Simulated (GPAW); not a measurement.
Two runs for the O K edge of atom 4 in MnH4Br2O2 (C2/m). Run A: GPAW, LDA + U (Mn 5 eV), full core hole (charged cell), 18-atom cell with 6.8 Å between holes, 4×4×4 k points, dipole transitions, Gaussian full width 0.9 eV up to 4 eV, rising linearly to 3.5 eV at 25 eV. Run B differs in one choice.

Energy from the lowest empty level; intensity scaled to a mean of 1 over the first 20 eV:

```
E (eV)     A     B
  -2.0  0.00  0.00
  -1.5  0.00  0.00
  -1.0  0.00  0.00
  -0.5  0.01  0.00
   0.0  0.07  0.02
   0.5  0.31  0.12
   1.0  0.65  0.37
   1.5  0.88  0.74
   2.0  1.56  1.00
   2.5  2.52  1.61
   3.0  3.08  2.50
   3.5  3.24  3.02
   4.0  2.34  2.98
   4.5  1.69  2.50
   5.0  1.44  1.88
   5.5  1.32  1.54
   6.0  1.27  1.41
   6.5  1.06  1.20
   7.0  0.78  0.92
   7.5  0.59  0.69
   8.0  0.49  0.53
   8.5  0.43  0.45
   9.0  0.44  0.45
   9.5  0.48  0.50
  10.0  0.51  0.54
  10.5  0.52  0.56
  11.0  0.54  0.58
  11.5  0.56  0.60
  12.0  0.58  0.61
  12.5  0.60  0.61
  13.0  0.62  0.61
  13.5  0.66  0.62
  14.0  0.75  0.68
  14.5  0.86  0.78
  15.0  0.99  0.91
  15.5  1.08  1.02
  16.0  1.10  1.09
  16.5  1.05  1.10
  17.0  0.95  1.03
  17.5  0.85  0.93
  18.0  0.76  0.83
  18.5  0.70  0.74
  19.0  0.65  0.68
  19.5  0.62  0.64
  20.0  0.60  0.61
  20.5  0.58  0.59
  21.0  0.57  0.58
  21.5  0.56  0.56
  22.0  0.56  0.55
  22.5  0.56  0.55
  23.0  0.58  0.56
  23.5  0.60  0.59
  24.0  0.64  0.63
  24.5  0.68  0.68
  25.0  0.70  0.71
  25.5  0.72  0.74
  26.0  0.72  0.75
  26.5  0.72  0.75
  27.0  0.71  0.74
  27.5  0.70  0.73
  28.0  0.69  0.72
  28.5  0.69  0.71
  29.0  0.68  0.71
  29.5  0.67  0.70
  30.0  0.66  0.69
  30.5  0.65  0.67
  31.0  0.63  0.65
  31.5  0.61  0.63
  32.0  0.59  0.61
```

**Question.** What was changed?
a) the plane-wave cutoff
b) the size of the supercell
c) the broadening
d) the volume of the cell

(b): run B changes the supercell atoms from 18 to 9, and the k mesh follows the cell. Against the first run the r.m.s. difference is 23 %. A shift of +0.4 eV leaves 7 %. The highest intensity below 16 eV goes from 3.3 eV (3.31) to 3.7 eV (3.07). Other settings could leave a like mark; this is the one that was changed.

[Banner, clock and machine lines of the logs are left out without a mark of their own.]

[Logs are printed without paths, hosts, clocks, repeated set-up lines and the standing remarks that a program may print on its own settings, such as how far it seeks lower states.]

[Hosts, paths, dates, database ids (printed as entryN), source tags and the programs' standing remarks are cut or masked in the printed files.]

[Lists of maxima count a maximum above −3 eV only where it reaches 4 % of the highest in the window and stands out from its surroundings by 2 % of it (1.5 % where it reaches 55 %); shoulders and weaker maxima are passed over, and of the rest the first, up to two pre-edge ones and the few strongest are named.]
